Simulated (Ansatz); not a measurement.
**LaBPd3 (Pm-3m): a soft mode frozen in**

Wanted: the energy along a soft mode of LaBPd3 (Pm-3m) and the structure at the end.

Program: Ansatz 0.2.0. Level of theory: DFT PBEsol, scalar-relativistic, plane waves, PAW; PAW set soft_1. Results are calculated unless marked as measured.

## Step 1: The starting structure

The structure is cubic, space group Pm-3m (No. 221). The conventional cell has a = 4.348 Å, b = 4.348 Å, c = 4.348 Å, α = 90.00°, β = 90.00°, γ = 90.00°. Nearest to La lie 12 Pd at 3.07 Å and 8 B at 3.77 Å. B has 6 Pd at 2.17 Å and 8 La at 3.77 Å nearest. Nearest to Pd lie 2 B at 2.17 Å and 8 Pd at 3.07 Å and 4 La at 3.07 Å. Farther neighbours are not listed.

Coordinates:

```cif
data_structure
_symmetry_space_group_name_H-M 'Pm-3m'
_symmetry_Int_Tables_number 221
_cell_length_a 4.3479
_cell_length_b 4.3479
_cell_length_c 4.3479
_cell_angle_alpha 90.000
_cell_angle_beta 90.000
_cell_angle_gamma 90.000
_cell_volume 82.19
loop_
_atom_site_label
_atom_site_type_symbol
_atom_site_symmetry_multiplicity
_atom_site_Wyckoff_symbol
_atom_site_fract_x
_atom_site_fract_y
_atom_site_fract_z
_atom_site_occupancy
La1 La 1 a 0.00000 0.00000 0.00000 1
B1 B 1 b 0.50000 0.50000 0.50000 1
Pd1 Pd 3 c 0.00000 0.50000 0.50000 1
```

## Step 2: Response at finite wavevector

The cell comes from relaxations at this level that are not shown. Stability and thermal properties need the whole zone. Linear response on a 4×4×4 q mesh gives force constants as far as a supercell of that size would.

File input.yaml:

```yaml
crystal:
  lattice:
    - [4.3478863627, 0.0, 0.0]
    - [0.0, 4.3478863627, 0.0]
    - [0.0, 0.0, 4.3478863627]
  atoms:
    - { symbol: La, position: [0.0, 0.0, 0.0] }
    - { symbol: B, position: [0.5, 0.5, 0.5] }
    - { symbol: Pd, position: [0.0, 0.5, 0.5] }
    - { symbol: Pd, position: [0.5, 0.0, 0.5] }
    - { symbol: Pd, position: [0.5, 0.5, 0.0] }
kpoints:
  mp_grid: { grid: [8, 8, 8] }
hamiltonian:
  xc: pbesol
  pseudopotentials: { kind: paw, azcp: { folder: soft_1 }, xc_functional: pbe }
scf:
  occupations: { method: methfessel_paxton, width: 0.2 }
output:
  eigenvalues: true
phonons:
  method: dfpt
  qmesh: [4, 4, 4]
  temperatures: { t_max: 1000, t_step: 50 }
  qpath:
    path:
      - [[0.0, 0.0, 0.0], [0.0, 0.5, 0.0], [0.5, 0.5, 0.0], [0.0, 0.0, 0.0], [0.5, 0.5, 0.5], [0.0, 0.5, 0.0]]
      - [[0.5, 0.5, 0.5], [0.5, 0.5, 0.0]]
    npoints: 10
```

Run with:

```
$ ansatz run input.yaml --threads 4 --pin off --max-ram 10240MiB --backend cpu --events-out ev --progress --plain --runs-dir out
```

Numbers of over 12 decimals in the logs are rounded to 6 here.

Log:

```text
Engine: ansatz 0.2.0, aarch64-unknown-linux-gnu
Pseudopotentials: kind: paw
Pseudopotential: La, paw, valence charge 11, recommended cutoff 420 eV (normal), soft_1/La.paw.azcp
Pseudopotential: B, paw, valence charge 3, recommended cutoff 420 eV (normal), soft_1/B.paw.azcp
Pseudopotential: Pd, paw, valence charge 18, recommended cutoff 420 eV (normal), soft_1/Pd.paw.azcp
Functional definition: PBEsol
  exchange = pbesol_x
  correlation = pbesol_c
Crystal: 5 atoms, lattice volume = 82.193 Å³
Basis set: ecut = 420 eV, 1575 PW (Γ), exchange–correlation on 60×60×60 points (8 copies of the dense FFT grid, shifted against one another)
Bands: 41, of which v1, the nominal top of the filled ones, is band 34 counted from 1 (33 counted from 0)
Symmetry: 48 space group operations
k-points: 35 of 512
Non-local potential: La, projectors of the file, l = 0: 3, l = 1: 2, l = 2: 2, l = 3: 3
Non-local potential: B, projectors of the file, l = 0: 2, l = 1: 2, l = 2: 1
Non-local potential: Pd, projectors of the file, l = 0: 2, l = 1: 2, l = 2: 2, l = 3: 1
PAW form: soft (Blöchl's): semilocal exchange-correlation on the pseudo side does not see the compensation charge
PAW frozen core: La, regenerated for the run's functional, and the local potential with it (the file was generated under x = pbe(κ = 0.804, μ = 0.219515), c = pbe(β = 0.066725))
PAW frozen core: B, regenerated for the run's functional, and the local potential with it (the file was generated under x = pbe(κ = 0.804, μ = 0.219515), c = pbe(β = 0.066725))
PAW frozen core: Pd, regenerated for the run's functional, and the local potential with it (the file was generated under x = pbe(κ = 0.804, μ = 0.219515), c = pbe(β = 0.066725))
PAW one-centre angular grid: La, 590 points (default); XC on 64 Gauss nodes
PAW one-centre angular grid: B, 110 points (default); XC on 64 Gauss nodes
PAW one-centre angular grid: Pd, 590 points (default); XC on 64 Gauss nodes
Initial density: superposition of atomic densities (chi_scale 0.1, normalization cell, long waves kept (reshape's long-wave potential 0.00 eV rms))
Initial wavefunctions: pseudopotential atomic-orbital guess
Functional: x = pbesol(κ = 0.804, μ = 0.123457), c = pbesol(β = 0.046)
SCF iter   1: F=—  HF=-27080.303880 eV  |F-HF|=—  |Δ(HF+E_count)|=         —  Δρ=1.11e0  dr2=1.74e3  ethr=3.10e-3  ⟨swp⟩=4.1  Hψ=4266  notcnv=0
preconditioner: auto → Kerker (q_TF=auto, 2.643 Å⁻¹)  [metal: Δε(μ)=0.015 eV  Ē_g=5.471 eV  σ=0.200 eV  W_gap=0.06  n_scr=26 (ndim 8)  ℏωp=26.5 eV  f_vac=0.000  D(μ)=10.18/eV (n_scr^D=146)]
SCF iter   2: F=—  HF=-27039.156356 eV  |F-HF|=—  |Δ(HF+E_count)|=    4.11e1  S|Δr|=    0.00e0  Δρ=1.91e-1  dr2=5.22e1  ethr=3.10e-3  ⟨swp⟩=5.8  Hψ=9251  notcnv=0
automatic band count: the SCF goes on with 48 bands, as 41 were too few: the levels above may hold too much charge
SCF iter   3: F=—  HF=-27037.796798 eV  |F-HF|=—  |Δ(HF+E_count)|=    1.36e0  S|Δr|=    0.00e0  Δρ=7.98e-2  dr2=8.97e0  ethr=3.10e-3  ⟨swp⟩=1.9  Hψ=2055  notcnv=0  defer=30
SCF iter   4: F=—  HF=-27037.389448 eV  |F-HF|=—  |Δ(HF+E_count)|=   4.07e-1  S|Δr|=    0.00e0  Δρ=4.30e-2  dr2=2.36e0  ethr=3.10e-3  ⟨swp⟩=2.0  Hψ=1864  notcnv=0  defer=33
SCF iter   5: F=—  HF=-27037.249611 eV  |F-HF|=—  |Δ(HF+E_count)|=   1.40e-1  S|Δr|=    0.00e0  Δρ=3.05e-2  dr2=1.14e0  ethr=3.10e-3  ⟨swp⟩=2.0  Hψ=1941  notcnv=0  defer=34
SCF iter   6: F=—  HF=-27037.111920 eV  |F-HF|=—  |Δ(HF+E_count)|=   1.38e-1  S|Δr|=    0.00e0  Δρ=1.83e-2  dr2=4.09e-1  ethr=1.68e-3  ⟨swp⟩=2.0  Hψ=2027  notcnv=0  defer=34
SCF iter   7: F=—  HF=-27037.027859 eV  |F-HF|=—  |Δ(HF+E_count)|=   8.41e-2  S|Δr|=    0.00e0  Δρ=8.23e-3  dr2=8.48e-2  ethr=6.02e-4  ⟨swp⟩=2.0  Hψ=2104  notcnv=0  defer=44
SCF iter   8: F=—  HF=-27037.001365 eV  |F-HF|=—  |Δ(HF+E_count)|=   2.65e-2  S|Δr|=    0.00e0  Δρ=7.49e-4  dr2=5.49e-4  ethr=1.25e-4  ⟨swp⟩=2.1  Hψ=2900  notcnv=0  defer=51
SCF iter   9: F=—  HF=-27037.001346 eV  |F-HF|=—  |Δ(HF+E_count)|=   1.92e-5  S|Δr|=    0.00e0  Δρ=6.01e-4  dr2=4.62e-4  ethr=8.07e-7  ⟨swp⟩=2.0  Hψ=2747  notcnv=0  defer=51
SCF iter  10: F=—  HF=-27037.001228 eV  |F-HF|=—  |Δ(HF+E_count)|=   1.19e-4  S|Δr|=    0.00e0  Δρ=2.72e-4  dr2=9.70e-5  ethr=6.80e-7  ⟨swp⟩=2.0  Hψ=1894  notcnv=0  defer=51
SCF iter  11: F=—  HF=-27037.001195 eV  |F-HF|=—  |Δ(HF+E_count)|=   3.23e-5  S|Δr|=    0.00e0  Δρ=9.56e-5  dr2=1.23e-5  ethr=1.43e-7  ⟨swp⟩=2.0  Hψ=2030  notcnv=0  defer=51
SCF iter  12: F=—  HF=-27037.001200 eV  |F-HF|=—  |Δ(HF+E_count)|=   5.12e-6  S|Δr|=    0.00e0  Δρ=2.01e-5  dr2=5.41e-7  ethr=1.81e-8  ⟨swp⟩=2.1  Hψ=2224  notcnv=0  defer=51
SCF iter  13: F=—  HF=-27037.001196 eV  |F-HF|=—  |Δ(HF+E_count)|=   4.07e-6  S|Δr|=    0.00e0  Δρ=4.10e-6  dr2=2.29e-8  ethr=7.96e-10  ⟨swp⟩=2.0  Hψ=2284  notcnv=0  defer=55
SCF iter  14: F=—  HF=-27037.001196 eV  |F-HF|=—  |Δ(HF+E_count)|=   6.96e-9  S|Δr|=    0.00e0  Δρ=2.72e-7  dr2=7.52e-11  ethr=3.37e-11  ⟨swp⟩=2.0  Hψ=2334  notcnv=0  defer=55
SCF iter  15: F=-27037.001196 eV  HF=-27037.001196 eV  |F-HF|=0.00e0  |Δ(HF+E_count)|=  2.91e-11  S|Δr|=    0.00e0  Δρ=4.76e-8  dr2=1.07e-12  ethr=1.00e-12  ⟨swp⟩=11.1  Hψ=7737  notcnv=0
SCF 1 converged in 15 iterations: F = -27037.001196 eV  dr2 = 1.07e-12
  greatest PAW one-centre occupation: 0.999 electrons in one spin orbital (limit 2), on the Pd atom at site 2 (counted from 0), in its partial waves of l = 0
Initial density: read from a saved state, or passed on in memory by an earlier SCF of this step, an earlier step, the calling program or the single point that the run made first
iter 1 solved again at ethr=2.79e-8 eV; its pass at ethr=3.10e-3 eV (dr2=1.90e-5 eV) is discarded
SCF iter   1: F=—  HF=-27037.001198 eV  |F-HF|=—  |Δ(HF+E_count)|=         —  Δρ=2.36e-7  dr2=2.63e-11  ethr=2.79e-8  ⟨swp⟩=4.2  Hψ=9760  notcnv=0
eigensolver tolerance schedule: the retry pair's looser diagonalisation over-reported the residual by 719680.14 of it (diagonalisation noise at an unbounded share of the residual, at the tolerance the schedule requests for it); recorded, not acted on — ethr = c·dr2/N_el stays at c = 1.0e-1
preconditioner: auto → Kerker (q_TF=auto, 2.643 Å⁻¹)  [metal: Δε(μ)=0.021 eV  Ē_g=7.271 eV  σ=0.200 eV  W_gap=0.09  n_scr=26 (ndim 8)  ℏωp=26.5 eV  f_vac=0.000  D(μ)=4.26/eV (n_scr^D=32)]
SCF iter   2: F=—  HF=-27037.001196 eV  |F-HF|=—  |Δ(HF+E_count)|=   1.28e-6  S|Δr|=    0.00e0  Δρ=1.40e-7  dr2=1.39e-11  ethr=1.00e-12  ⟨swp⟩=3.6  Hψ=3787  notcnv=0
SCF iter   3: F=-27037.001196 eV  HF=-27037.001196 eV  |F-HF|=1.09e-11  |Δ(HF+E_count)|=    0.00e0  S|Δr|=    0.00e0  Δρ=7.58e-8  dr2=3.82e-12  ethr=1.00e-12  ⟨swp⟩=3.5  Hψ=3376  notcnv=0
SCF 2 converged in 3 iterations: F = -27037.001196 eV  dr2 = 3.82e-12
  greatest PAW one-centre occupation: 0.999 electrons in one spin orbital (limit 2), on the Pd atom at site 3 (counted from 0), in its partial waves of l = 0
phonons: the bands overlap, so this run is a metal and interpolates without the dipole-dipole term. If the crystal is really an insulator or semiconductor, its LO-TO splitting is missing
NSCF: frozen V_eff on 35 k-points
NSCF: frozen V_eff on 125 k-points
DFPT response loops at q = (0, 0, 0) (fractional): preconditioner auto → Kerker (q_TF=auto, 2.643 Å⁻¹) (partly filled bands, converged f_vac=0.000); β = 1.00, the filter's whole step (`scf.mixing.beta` (0.50) is not read by the response loops under this deck's `scf.mixing.preconditioner`; to damp them name `kerker` or `kerker_dos`, under which they read `scf.mixing.beta`, and type it under 1.00, their step now; both keys bind the ground state too); Broyden in place of MSR1
NSCF: frozen V_eff on 400 k-points
DFPT response loops at q = (0, 0, 0.25) (fractional): mixed as the last ones told, above
NSCF: frozen V_eff on 250 k-points
DFPT response loops at q = (0, 0, -0.5) (fractional): mixed as the last ones told, above
NSCF: frozen V_eff on 640 k-points
DFPT response loops at q = (0, 0.25, 0.25) (fractional): mixed as the last ones told, above
NSCF: frozen V_eff on 400 k-points
DFPT response loops at q = (0, 0.25, -0.5) (fractional): mixed as the last ones told, above
NSCF: frozen V_eff on 250 k-points
DFPT response loops at q = (0, -0.5, -0.5) (fractional): mixed as the last ones told, above
NSCF: frozen V_eff on 1024 k-points
DFPT response loops at q = (0.25, 0.25, 0.25) (fractional): mixed as the last ones told, above
NSCF: frozen V_eff on 640 k-points
DFPT response loops at q = (0.25, 0.25, -0.5) (fractional): mixed as the last ones told, above
NSCF: frozen V_eff on 400 k-points
DFPT response loops at q = (0.25, -0.5, -0.5) (fractional): mixed as the last ones told, above
NSCF: frozen V_eff on 250 k-points
DFPT response loops at q = (-0.5, -0.5, -0.5) (fractional): mixed as the last ones told, above
SCF converged after 15 iterations
Stability not checked: this state was not tested for a lower state beside it, because cold or Methfessel-Paxton smearing, or corrected tetrahedra, fill the levels in a way that the test cannot read (fill_not_monotonic; see scf.lower_state_search)
Free energy (F): -27037.001196 eV
Harris-Foulkes:  -27037.001196 eV  (|F-HF|=0.00e0)
Internal energy: -27036.999476 eV  (E = F + TS)
E sigma→0 (E₀):  -27037.000766 eV
Entropy (-TS):   -0.001720 eV (-0.344 meV/atom)
Fermi energy:    16.894738 eV
--- Per-component energies (eV) ---
  E_band       = -571.254282
  E_kinetic    = 1582.954816
  E_local      = -7234.683686  (includes V_loc(G=0)·N_el)
  E_nonlocal   = 1213.148286
  E_hartree    = 2968.181262
  E_xc         = -589.588706
  E_vxc        = -710.166268  (∫ρ·V_xc dr)
  E_paw        = -16640.184274  (= ΣΔE_a)
  E_vpaw       = -1358.870586  (= ΣTr[D̂ρ^β])
  E_aug_tail   = 0.000658  (compensation charges beyond the density's cutoff)
  E_ewald      = -8337.919154
  E_core_change = 1.091323  (= ΣΔE_core)
  E_smearing   = -0.001720  (= −TS)
  E_closure    = -0.000000  (closes the sum)
  Σ components = -27037.001196   (vs F -27037.001196, Δ=0.00e0)
--- Band table (eV; the first three rows and the last of 35) ---
  k-point 0: bands = [... 30 lower, 15.1662, 15.1662, 15.5125, 15.5125, 15.5125, 18.6866, 18.6866, 18.8824, ... 10 higher]
  k-point 1: bands = [... 30 lower, 14.9934, 15.1664, 15.3547, 16.0931, 16.0931, 18.6572, 18.8626, 18.8866, ... 10 higher]
  k-point 2: bands = [... 30 lower, 14.7792, 14.9674, 15.1669, 16.6985, 16.6985, 18.5743, 18.8149, 18.9137, ... 10 higher]
  k-point 34: bands = [... 30 lower, 15.0128, 15.0128, 17.0110, 17.0110, 17.0110, 18.3190, 18.3190, 18.3190, ... 10 higher]
--- Phonons (Γ-DFPT): 4 representative perturbations + reference (Σ response iterations 14) ---
  ASR residual: 2.697e-5 → 0.000e0 eV/Å²; symmetrization residual: 7.535e-7 eV/Å²
  ASR residual per site (eV/Å²): 2.57e-5 1.86e-5 2.70e-5 2.70e-5 2.70e-5
  Γ frequencies (cm⁻¹): -58.72 -58.72 -58.72 0.00 0.00 0.00 79.29 79.29 79.29 122.23 122.23 122.23 431.58 431.58 431.58
--- Phonons (arbitrary-q DFPT): 10 irreducible q on the 4×4×4 mesh ---
  q = [0.0000, 0.0000, 0.0000] (star 1, of the zone-centre solve; hermiticity 1.92e-7, symmetrization 6.32e-12): -58.72 -58.72 -58.72 -0.00 0.00 0.00 79.29 79.29 79.29 122.23 122.23 122.23 431.58 431.58 431.58
  q = [0.0000, 0.0000, 0.2500] (star 6, 9 solved perturbations in 1560 linear systems a pass and spin channel, the states on 200 of 512 k-point pairs; hermiticity 7.24e-7, symmetrization 3.94e-12): -67.01 -67.01 -39.80 -39.80 13.43 72.36 73.83 73.83 101.92 116.24 116.24 118.18 425.33 425.33 468.04
  q = [0.0000, 0.0000, -0.5000] (star 3, 9 solved perturbations in 975 linear systems a pass and spin channel, the states on 125 of 512 k-point pairs; hermiticity 1.35e-7, symmetrization 1.94e-12): -76.34 -76.34 -67.12 -67.12 33.91 65.27 73.18 73.18 110.03 111.12 111.12 142.08 420.96 420.96 504.11
  q = [0.0000, 0.2500, 0.2500] (star 12, 9 solved perturbations in 2460 linear systems a pass and spin channel, the states on 320 of 512 k-point pairs; hermiticity 1.34e-7, symmetrization 3.52e-13): -71.51 -45.90 -43.58 -34.14 52.40 61.05 62.92 84.30 105.47 110.03 121.83 123.66 420.35 464.90 467.91
  q = [0.0000, 0.2500, -0.5000] (star 12, 15 solved perturbations on 200 of 512 k-point pairs; hermiticity 1.50e-7, symmetrization 1.20e-13): -71.35 -67.24 -60.60 -18.74 5.00 31.76 61.59 88.44 100.63 117.93 119.89 146.74 414.86 464.75 508.13
  q = [0.0000, -0.5000, -0.5000] (star 3, 9 solved perturbations in 975 linear systems a pass and spin channel, the states on 125 of 512 k-point pairs; hermiticity 1.93e-7, symmetrization 9.36e-13): -47.81 -47.50 -47.50 -45.04 -45.04 57.77 68.04 84.20 109.01 121.71 121.71 160.25 411.27 510.54 510.54
  q = [0.2500, 0.2500, 0.2500] (star 8, 4 solved perturbations in 1376 linear systems a pass and spin channel, the states on 512 of 512 k-point pairs; hermiticity 1.58e-7, symmetrization 1.38e-12): -64.08 -64.08 2.39 52.94 60.76 60.76 87.17 87.17 98.40 118.48 118.48 129.87 462.46 462.46 469.26
  q = [0.2500, 0.2500, -0.5000] (star 12, 9 solved perturbations in 2460 linear systems a pass and spin channel, the states on 320 of 512 k-point pairs; hermiticity 2.31e-7, symmetrization 1.54e-12): -67.92 -38.72 8.94 42.48 56.01 60.91 89.39 97.11 108.33 119.59 120.02 151.45 460.39 470.39 509.21
  q = [0.2500, -0.5000, -0.5000] (star 6, 9 solved perturbations in 1560 linear systems a pass and spin channel, the states on 200 of 512 k-point pairs; hermiticity 1.79e-7, symmetrization 3.15e-13): -47.05 -47.05 -30.19 20.20 20.20 66.58 95.43 110.74 115.56 122.20 122.20 164.74 462.32 509.03 509.03
  q = [-0.5000, -0.5000, -0.5000] (star 1, 4 solved perturbations in 350 linear systems a pass and spin channel, the states on 125 of 512 k-point pairs; hermiticity 1.48e-7, symmetrization 3.02e-12): -53.09 -53.09 -53.09 69.51 69.51 69.51 112.90 112.90 123.74 123.74 123.74 180.50 513.54 513.54 513.54
  sum rule: each row above includes the acoustic sum rule's correction from the zone centre's row sums; it moved no ω² by more than (0.68 cm⁻¹)²
  mesh force constants: q→R imaginary residual 1.42e-18; ASR residual 2.697e-5 → 0.000e0 eV/Å²; symmetrization residual 1.155e-14 eV/Å²
  interpolated dispersion: 62 rows × 15 modes
  density of states and harmonic sums: on the 16×16×16 q-mesh, interpolated from the force constants of a 4×4×4 supercell (no non-analytic term)
  largest difference from the sums on the solved wave vectors: F 5.78e-2 eV, S 5.99e-5 and C_V 2.09e-6 eV/K
  zero-point energy: 0.133495 eV/cell   skipped modes (ω ≤ 0): 577, of them read as no rigid motion or as one in doubt: 574 (3.367e0 modes/cell left out, lowest -77.42 cm⁻¹)   left out of the sums: 2.25e-1 of the cell's modes: C_V's classical limit lies that fraction below 3 k_B per atom; for a crystal, a wire or a layer, F and S can be off by more, and a phonons.interpolated_qmesh denser along its periods is the remedy for the sampling
```

Wall time 32 min (4 threads of Arm Neoverse V1, shared host); peak memory 4.3 GiB; 2.1 h of CPU time.

Numbers from this step:

- volume per atom: 16.44 Å³
- gap on the k-mesh: 0 eV
- sum-rule residual before enforcement: 2.70e-5 eV/Å²
- lowest frequency on the path: -77.57 cm⁻¹
- point group: m-3m
- highest frequency on the path or at a solved wavevector: 513.5 cm⁻¹
- highest optical mode at the zone centre (no LO-TO term): 431.6 cm⁻¹
- lowest optical zone-centre mode: -58.72 cm⁻¹
- lowest mode on the q mesh (acoustic modes at Γ apart): -76.34 cm⁻¹

Frequencies (cm⁻¹) solved at each irreducible wavevector; negative means imaginary. Frequencies by wavevector, by row:

| q in reciprocal lattice units | star | mode 1 | mode 2 | mode 3 | mode 4 | mode 13 | mode 14 | mode 15 |
| --- | --- | --- | --- | --- | --- | --- | --- | --- |
| 0 0 0 | 1 | -58.7 | -58.7 | -58.7 | 0 | 431.6 | 431.6 | 431.6 |
| 0 0 0.25 | 6 | -67 | -67 | -39.8 | -39.8 | 425.3 | 425.3 | 468 |
| 0 0 -0.5 | 3 | -76.3 | -76.3 | -67.1 | -67.1 | 421 | 421 | 504.1 |
| 0 0.25 0.25 | 12 | -71.5 | -45.9 | -43.6 | -34.1 | 420.4 | 464.9 | 467.9 |
| 0 0.25 -0.5 | 12 | -71.3 | -67.2 | -60.6 | -18.7 | 414.9 | 464.8 | 508.1 |
| 0 -0.5 -0.5 | 3 | -47.8 | -47.5 | -47.5 | -45 | 411.3 | 510.5 | 510.5 |
| 0.25 0.25 0.25 | 8 | -64.1 | -64.1 | 2.4 | 52.9 | 462.5 | 462.5 | 469.3 |
| 0.25 0.25 -0.5 | 12 | -67.9 | -38.7 | 8.9 | 42.5 | 460.4 | 470.4 | 509.2 |
| 0.25 -0.5 -0.5 | 6 | -47 | -47 | -30.2 | 20.2 | 462.3 | 509 | 509 |
| -0.5 -0.5 -0.5 | 1 | -53.1 | -53.1 | -53.1 | 69.5 | 513.5 | 513.5 | 513.5 |

Interpolated from a 4×4×4 q mesh. The phonon branches at the labelled points (cm⁻¹):

| point | branch 1 | branch 2 | branch 3 | branch 4 | branch 12 | branch 13 | branch 14 | branch 15 |
| --- | --- | --- | --- | --- | --- | --- | --- | --- |
| Γ | -59 | -59 | -59 | 0 | 122 | 432 | 432 | 432 |
| halfway | -67 | -67 | -40 | -40 | 118 | 425 | 425 | 468 |
| X | -76 | -76 | -67 | -67 | 142 | 421 | 421 | 504 |
| halfway | -71 | -67 | -61 | -19 | 147 | 415 | 465 | 508 |
| M | -48 | -48 | -48 | -45 | 160 | 411 | 510 | 510 |
| halfway | -72 | -46 | -44 | -34 | 124 | 420 | 465 | 468 |
| Γ | -59 | -59 | -59 | 0 | 122 | 432 | 432 | 432 |
| halfway | -64 | -64 | 2 | 53 | 130 | 462 | 462 | 469 |
| R | -53 | -53 | -53 | 70 | 180 | 514 | 514 | 514 |
| halfway | -68 | -39 | 9 | 42 | 151 | 460 | 470 | 509 |
| X | -76 | -76 | -67 | -67 | 142 | 421 | 421 | 504 |
| jump to R | -53 | -53 | -53 | 70 | 180 | 514 | 514 | 514 |
| halfway | -47 | -47 | -30 | 20 | 165 | 462 | 509 | 509 |
| M | -48 | -48 | -48 | -45 | 160 | 411 | 510 | 510 |

Symmetry leaves 10 wavevectors to solve. The lowest mode among them, the acoustic zeros apart, lies at q = (0, 0, -0.5) and is imaginary, 76.3i cm⁻¹, so the energy falls along it.

(Part 1 of 3 ends here.)

[Logs are printed without paths, hosts, clocks, repeated set-up lines and the standing remarks that a program may print on its own settings, such as how far it seeks lower states.]

[Hosts, paths, dates, database ids (printed as entryN), source tags and the programs' standing remarks are cut or masked in the printed files.]
